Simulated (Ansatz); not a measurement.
# LiGeBr3 (model cell, started as cubic perovskite with Ge in the octahedra): the cell at rest

Task: relax LiGeBr3 (model cell, started as cubic perovskite with Ge in the octahedra) tightly.

Method: DFT LDA, scalar-relativistic, plane waves, PAW; PAW set soft_1, in Ansatz 0.2.0.

Report form: the programs' logs are mostly left out.

The structure was built from a prototype and need not be the compound's stable phase.

## 1. The structure

It takes space group Pm-3m (No. 221, cubic). Conventional cell: a = 5.606 Å, b = 5.606 Å, c = 5.606 Å, α = 90.00°, β = 90.00°, γ = 90.00°. Nearest to Li lie 12 Br at 3.96 Å. Nearest to Ge lie 6 Br at 2.80 Å. Nearest to Br lie 2 Ge at 2.80 Å. Farther neighbours and most contacts between anions are not listed.

## 2. A coarse first look

A quick single point on a coarse mesh tells whether the cell has a gap and how far it is from rest, which sets the k mesh and smearing that follow.

Contents of input.yaml:

```yaml
crystal:
  lattice:
    - [5.6056, 0.0, 0.0]
    - [0.0, 5.6056, 0.0]
    - [0.0, 0.0, 5.6056]
  atoms:
    - { symbol: Li, position: [0.0, 0.0, 0.0] }
    - { symbol: Ge, position: [0.5, 0.5, 0.5] }
    - { symbol: Br, position: [0.5, 0.5, 0.0] }
    - { symbol: Br, position: [0.5, 0.0, 0.5] }
    - { symbol: Br, position: [0.0, 0.5, 0.5] }
kpoints:
  mp_grid: { grid: [4, 4, 4] }
hamiltonian:
  xc: lda
  pseudopotentials: { kind: paw, azcp: { folder: soft_1 }, xc_functional: pbe }
scf:
  occupations: { method: gaussian, width: 0.1 }
output:
  forces: true
  stress: true
  eigenvalues: true
```

Run with:

```bash
$ ansatz run input.yaml --threads 8 --pin off --max-ram 16384MiB --backend cpu --events-out ev --progress --plain --runs-dir out
```

Run time: 0.62 s. Hardware: 8 threads of Arm Neoverse V2, shared host; peak memory 0.49 GiB; 3.3 s of CPU time.

Numbers from this step:

* pressure: -3.137 GPa
* volume per atom: 35.23 Å³
* gap on the k-mesh: 0.7081 eV
* direct gap on mesh: 0.7081 eV

The coarse mesh shows a gap of 0.71 eV and a pressure of -3.1 GPa.

## 3. Relaxation, k-mesh 4×4×4, smearing width 0.02 eV

The cell and atoms are relaxed, since residual forces and stress would shift the frequencies.

Edit input.yaml of step 2 so:

```diff
@@ -17,3 +17,3 @@
 scf:
-  occupations: { method: gaussian, width: 0.1 }
+  occupations: { method: gaussian, width: 0.02 }
 output:
@@ -22 +22,10 @@
   eigenvalues: true
+  write_density: true
+  write_potential: true
+  elf: true
+  volumetric_format: npy
+relax:
+  adjacent_minimum: "off"
+  f_tol: 0.005
+  max_steps: 80
+  cell: { stress_tol: 0.05 }
```

Elapsed: 2.8 s, on 8 threads; peak memory 0.53 GiB.

The steps of the relaxation:

```csv
step,energy less that of the first step (eV),largest force component (eV/Å),pressure (GPa),volume (Å³)
1,0.0000,0.0000,-3.14,176.14
2,-0.2464,0.0000,-1.19,158.80
3,-0.2757,0.0000,0.20,149.80
4,-0.2761,0.0000,-0.04,151.02
5*,-0.2741,0.0000,-0.04,151.02
```

Relaxation steps marked * repeat the geometry before them on a plane-wave basis chosen anew for their cell, so energy and pressure can jump there.

Forces are held to the 48 operations that the run works with; a distortion that breaks them can't arise in this run.

```
conventional cell, symmetrised  before  after   change
                         a (Å)   5.606  5.325   -5.0 %
                         b (Å)   5.606  5.325   -5.0 %
                         c (Å)   5.606  5.325   -5.0 %
              volume (Å³/atom)   35.23  30.20  -14.3 %
```

The relaxed structure:

```xyz
5
Lattice="5.3253 0.0000 0.0000 0.0000 5.3253 0.0000 0.0000 0.0000 5.3253" Properties=species:S:1:pos:R:3 pbc="T T T"
Li    0.0000    0.0000    0.0000
Ge    2.6626    2.6626    2.6626
Br    2.6626    2.6626    0.0000
Br    2.6626    0.0000    2.6626
Br    0.0000    2.6626    2.6626
```

Numbers from this step:

* pressure: -0.04448 GPa
* volume per atom: 30.20 Å³
* gap on the k-mesh: 0 eV

Electrostatic potential energy in the ac plane at fractional y = 0.500, with atoms of Ge and Br within 0.2 Å of it. With pseudopotentials it is smooth inside the atoms' cores, unlike the true potential.

Values in eV, 15 rows by 15 columns, each cell a mean:
```
  8   8   8   7   4 -15 -48 -61 -58 -35  -3   6   8   8   8
  8   8   8   8   5  -3 -23 -37 -33 -13   2   7   8   8   8
  8   8   8   8   7   4  -2  -6  -5   1   5   7   8   8   8
  5   6   7   7   7   5   3   1   2   4   6   7   7   7   6
 -5   0   4   6   5   2  -3  -7  -6   0   4   6   5   2  -3
-41 -26  -5   3   3  -6 -18 -20 -20 -14   0   4   1 -13 -35
-62 -50 -18   0   0 -14 -19 -17 -17 -20  -6   2  -5 -33 -58
-63 -54 -22   0   0 -16 -19 -16 -17 -20  -7   1  -6 -37 -61
-54 -39 -11   2   2 -10 -20 -19 -19 -18  -3   3  -2 -23 -48
-19 -10   1   5   4  -1 -10 -16 -14  -6   2   5   4  -3 -15
  3   4   6   7   6   4   2   0   0   3   5   7   7   5   4
  7   7   8   8   7   5   2   0   0   3   6   7   8   8   7
  8   8   8   8   6   1 -11 -22 -18  -5   4   7   8   8   8
  8   8   8   7   4 -10 -39 -54 -50 -26   0   6   8   8   8
  8   8   8   7   3 -19 -54 -63 -62 -41  -5   5   8   8   8
```
Columns run along a (5.3 Å; values clipped at the 3rd and 97th percentile), rows up along c (5.3 Å). Atoms in or near the plane, at fractional coordinates: Ge at (0.50, 0.50), Br at (0.50, 0.00), Br at (0.00, 0.50).

Valence density in the ac plane at fractional y = 0.500, with atoms of Ge and Br within 0.2 Å of it. It is the smooth field of the valence electrons, not physical close to the nuclei.

Ten steps, logarithmic in the rise over the least value, from '0' (0 e/Å³) to '9' (29 e/Å³), each cell a mean:
```
000013322321000
000012333210000
000001222110000
100000111100001
221001111100112
332111344211123
133112698411232
033212799411232
332112476311233
321101222110123
110000111100011
000001121100000
000001233210000
000012333320000
000013301321000
```
Columns run along a (5.3 Å), rows up along c (5.3 Å). Atoms in or near the plane, at fractional coordinates: Ge at (0.50, 0.50), Br at (0.50, 0.00), Br at (0.00, 0.50).

ELF in the ac plane at fractional y = 0.500, with atoms of Ge and Br within 0.2 Å of it. It is the smooth field of the valence electrons, not physical close to the nuclei.

Ten even steps from '_' (0.01) to '@' (0.89), each cell a mean:
```
____..++%%@@##..--@@@@##--____
______::##@@@@%%%%@@%%++..____
==::____--**##%%%%##++..__..--
%%**--..__::==++==--..__..++##
@@@@##--..::======--::..++%%@@
%%@@%%++--==++====++----##@@@@
..**@@**==++==----======%%%%--
__==@@##==++--++--====++%%%%..
++%%@@**--++==--==++====##@@##
@@@@%%==::--++++++==::::**@@@@
@@%%++..__::--====--..__--##%%
**==..__..==**##**++--..__::++
..____..++%%@@@@@@%%##--____..
______==%%@@%%==**@@@@**::____
____..**@@@@++__..%%@@%%==____
```
Columns run along a (5.3 Å), rows up along c (5.3 Å). Atoms in or near the plane, at fractional coordinates: Ge at (0.50, 0.50), Br at (0.50, 0.00), Br at (0.00, 0.50).

In this step the volume went from 35.23 to 30.20 Å³/atom.

## 4. Bringing the structure to rest, k-mesh 8×8×8, smearing width 0.1 eV

The relaxation is repeated from its end, on the mesh and smearing that suit the cell and gap now reached.

input.yaml, the sections that differ from step 3:

```yaml
crystal:
  lattice:
    - [5.3252852873, 0.0, 0.0]
    - [0.0, 5.3252852873, 0.0]
    - [0.0, 0.0, 5.3252852873]
  atoms:
    - { symbol: Li, position: [0.0, 0.0, 0.0] }
    - { symbol: Ge, position: [0.5, 0.5, 0.5] }
    - { symbol: Br, position: [0.5, 0.5, 0.0] }
    - { symbol: Br, position: [0.5, 0.0, 0.5] }
    - { symbol: Br, position: [0.0, 0.5, 0.5] }
kpoints:
  mp_grid: { grid: [8, 8, 8] }
scf:
  occupations: { method: gaussian, width: 0.1 }
# hamiltonian, output, relax: as in step 3
```

Run time: 3.5 s. Hardware: 8 threads; peak memory 0.57 GiB.

Step by step:

```csv
step,energy less that of the first step (eV),largest force component (eV/Å),pressure (GPa),volume (Å³)
1,0.0000,0.0000,-0.32,151.02
2,-0.0019,0.0000,-0.05,149.51
3*,-0.0018,0.0000,-0.05,149.51
```

Relaxation steps marked * repeat the geometry before them on a plane-wave basis chosen anew for their cell, so energy and pressure can jump there.

Forces are held to the 48 operations that the run works with; a distortion that breaks them can't arise in this run.

```
conventional cell, symmetrised  before  after  change
                         a (Å)   5.325  5.308  -0.3 %
                         b (Å)   5.325  5.308  -0.3 %
                         c (Å)   5.325  5.308  -0.3 %
              volume (Å³/atom)   30.20  29.90  -1.0 %
```

Final coordinates:

```cif
data_structure
_symmetry_space_group_name_H-M 'P 1'
_symmetry_Int_Tables_number 1
_cell_length_a 5.3075
_cell_length_b 5.3075
_cell_length_c 5.3075
_cell_angle_alpha 90.000
_cell_angle_beta 90.000
_cell_angle_gamma 90.000
_cell_volume 149.51
loop_
_atom_site_label
_atom_site_type_symbol
_atom_site_fract_x
_atom_site_fract_y
_atom_site_fract_z
_atom_site_occupancy
Li1 Li 0.00000 0.00000 0.00000 1
Ge2 Ge 0.50000 0.50000 0.50000 1
Br3 Br 0.50000 0.50000 0.00000 1
Br4 Br 0.50000 0.00000 0.50000 1
Br5 Br 0.00000 0.50000 0.50000 1
```

Numbers from this step:

```
pressure        : -0.04537 GPa
volume per atom : 29.90 Å³
```

Electrostatic potential energy in the ac plane at fractional y = 0.500, with atoms of Ge and Br within 0.2 Å of it. With pseudopotentials it is smooth inside the atoms' cores, unlike the true potential.

Ten even steps from '0' (-63 eV) to '9' (8 eV), each cell a mean:
```
999996200389999
999998534699999
999999878899999
999999999999999
889999878899998
358998666689863
016886666689840
015886666679730
137997666689852
678998766899986
999999988999999
999999988999999
999998756899999
999997311589999
999996100389999
```
Columns run along a (5.3 Å; values clipped at the 3rd and 97th percentile), rows up along c (5.3 Å). Atoms in or near the plane, at fractional coordinates: Ge at (0.50, 0.50), Br at (0.50, 0.00), Br at (0.00, 0.50).

ELF in the ac plane at fractional y = 0.500, with atoms of Ge and Br within 0.2 Å of it. It is the smooth field of the valence electrons, not physical close to the nuclei.

Values, 15 rows by 15 columns, each cell a mean:
```
0.01 0.02 0.14 0.51 0.80 0.88 0.62 0.17 0.31 0.82 0.86 0.70 0.33 0.06 0.02
0.08 0.04 0.06 0.26 0.63 0.82 0.83 0.73 0.77 0.84 0.76 0.47 0.14 0.04 0.06
0.39 0.24 0.09 0.08 0.29 0.57 0.70 0.75 0.74 0.66 0.45 0.17 0.06 0.14 0.33
0.75 0.63 0.33 0.10 0.10 0.25 0.40 0.47 0.45 0.34 0.17 0.08 0.17 0.47 0.70
0.88 0.83 0.65 0.29 0.14 0.27 0.39 0.44 0.43 0.35 0.20 0.17 0.45 0.76 0.86
0.77 0.85 0.79 0.51 0.29 0.43 0.47 0.41 0.44 0.48 0.35 0.34 0.66 0.84 0.82
0.15 0.55 0.81 0.61 0.39 0.47 0.36 0.35 0.32 0.44 0.43 0.45 0.74 0.77 0.31
0.03 0.43 0.80 0.63 0.40 0.47 0.33 0.45 0.35 0.41 0.44 0.47 0.75 0.73 0.17
0.50 0.74 0.81 0.56 0.34 0.46 0.42 0.33 0.36 0.47 0.39 0.40 0.70 0.83 0.62
0.89 0.87 0.74 0.40 0.21 0.36 0.46 0.47 0.47 0.43 0.27 0.25 0.57 0.82 0.88
0.83 0.75 0.49 0.16 0.10 0.21 0.34 0.40 0.39 0.29 0.14 0.10 0.29 0.63 0.80
0.58 0.41 0.16 0.07 0.16 0.40 0.56 0.63 0.61 0.51 0.29 0.10 0.08 0.26 0.51
0.18 0.10 0.05 0.16 0.49 0.74 0.81 0.80 0.81 0.79 0.65 0.33 0.09 0.06 0.14
0.03 0.03 0.10 0.41 0.75 0.87 0.74 0.43 0.55 0.85 0.83 0.63 0.24 0.04 0.02
0.01 0.03 0.18 0.58 0.83 0.89 0.50 0.03 0.15 0.77 0.88 0.75 0.39 0.08 0.01
```
Columns run along a (5.3 Å), rows up along c (5.3 Å). Atoms in or near the plane, at fractional coordinates: Ge at (0.50, 0.50), Br at (0.50, 0.00), Br at (0.00, 0.50).

Valence density in the ac plane at fractional y = 0.500, with atoms of Ge and Br within 0.2 Å of it. It is the smooth field of the valence electrons, not physical close to the nuclei.

Values in e/Å³, 15 rows by 15 columns, each cell a mean:
```
 0  0  0  0  0  1  1  1  1  1  1  0  0  0  0
 0  0  0  0  0  1  1  1  1  1  0  0  0  0  0
 0  0  0  0  0  0  1  1  1  0  0  0  0  0  0
 0  0  0  0  0  0  0  0  0  0  0  0  0  0  0
 1  0  0  0  0  0  0  0  0  0  0  0  0  0  1
 1  1  1  0  0  0  1  2  2  1  0  0  0  1  1
 0  1  1  0  0  1  5 20 14  2  0  0  1  1  1
 0  1  1  0  0  1  8 29 20  2  0  0  1  1  1
 1  1  1  0  0  0  2  8  5  1  0  0  1  1  1
 1  1  0  0  0  0  0  1  1  0  0  0  0  1  1
 0  0  0  0  0  0  0  0  0  0  0  0  0  0  0
 0  0  0  0  0  0  0  0  0  0  0  0  0  0  0
 0  0  0  0  0  0  1  1  1  1  0  0  0  0  0
 0  0  0  0  0  1  1  1  1  1  0  0  0  0  0
 0  0  0  0  0  1  1  0  0  1  1  0  0  0  0
```
Columns run along a (5.3 Å), rows up along c (5.3 Å). Atoms in or near the plane, at fractional coordinates: Ge at (0.50, 0.50), Br at (0.50, 0.00), Br at (0.00, 0.50).

In this step the volume went from 30.20 to 29.90 Å³/atom.

## 5. Relaxing to small forces for the phonons

Phonons need a cell at rest on their own settings, so the relaxation is repeated with tight tolerances on forces and stress on the k mesh and occupations of the first response run.

Contents of input.yaml:

```yaml
crystal:
  lattice:
    - [5.3075481448, 0.0, 0.0]
    - [0.0, 5.3075481448, 0.0]
    - [0.0, 0.0, 5.3075481448]
  atoms:
    - { symbol: Li, position: [0.0, 0.0, 0.0] }
    - { symbol: Ge, position: [0.5, 0.5, 0.5] }
    - { symbol: Br, position: [0.5, 0.5, 0.0] }
    - { symbol: Br, position: [0.5, 0.0, 0.5] }
    - { symbol: Br, position: [0.0, 0.5, 0.5] }
kpoints:
  mp_grid: { grid: [8, 8, 8] }
hamiltonian:
  xc: lda
  pseudopotentials: { kind: paw, azcp: { folder: soft_1 }, xc_functional: pbe }
scf:
  occupations: { method: methfessel_paxton, width: 0.2 }
output:
  forces: true
  stress: true
  eigenvalues: true
relax:
  adjacent_minimum: "off"
  f_tol: 0.001
  max_steps: 60
  cell: { stress_tol: 0.01 }
```

Wall time 3.3 s (8 threads); peak memory 0.56 GiB; 23 s of CPU time.

Little changed from the start: no atom moved by 0.005 Å and no cell edge by 0.1 %.

This step gave:

```yaml
pressure: -0.005632 GPa
volume_per_atom: 29.86 Å³
```

The forces vanish by symmetry and the pressure is -0.006 GPa, within the tolerances set. The cell now holds 29.86 Å³/atom.

## 6. What came out

| Quantity | Value |
| --- | --- |
| space group after relaxation (within 0.01 Å) | Pm-3m |
| lattice constant a | 5.305 Å |
| lattice constant b | 5.305 Å |
| lattice constant c | 5.305 Å |
| volume per atom | 29.9 Å³ |

The forces vanish by symmetry and the pressure is -0.006 GPa, within the tolerances set. The cell now holds 29.86 Å³/atom. The relaxation keeps the symmetry of its start, so it says nothing on stability against lower symmetry. The PAW files were made for PBE and serve the other functionals too. The starting cell was built on a prototype and not taken from a measurement, so the phase need not exist.

[Logs are printed without paths, hosts, clocks, repeated set-up lines and the standing remarks that a program may print on its own settings, such as how far it seeks lower states.]

[Hosts, paths, dates, database ids (printed as entryN), source tags and the programs' standing remarks are cut or masked in the printed files.]
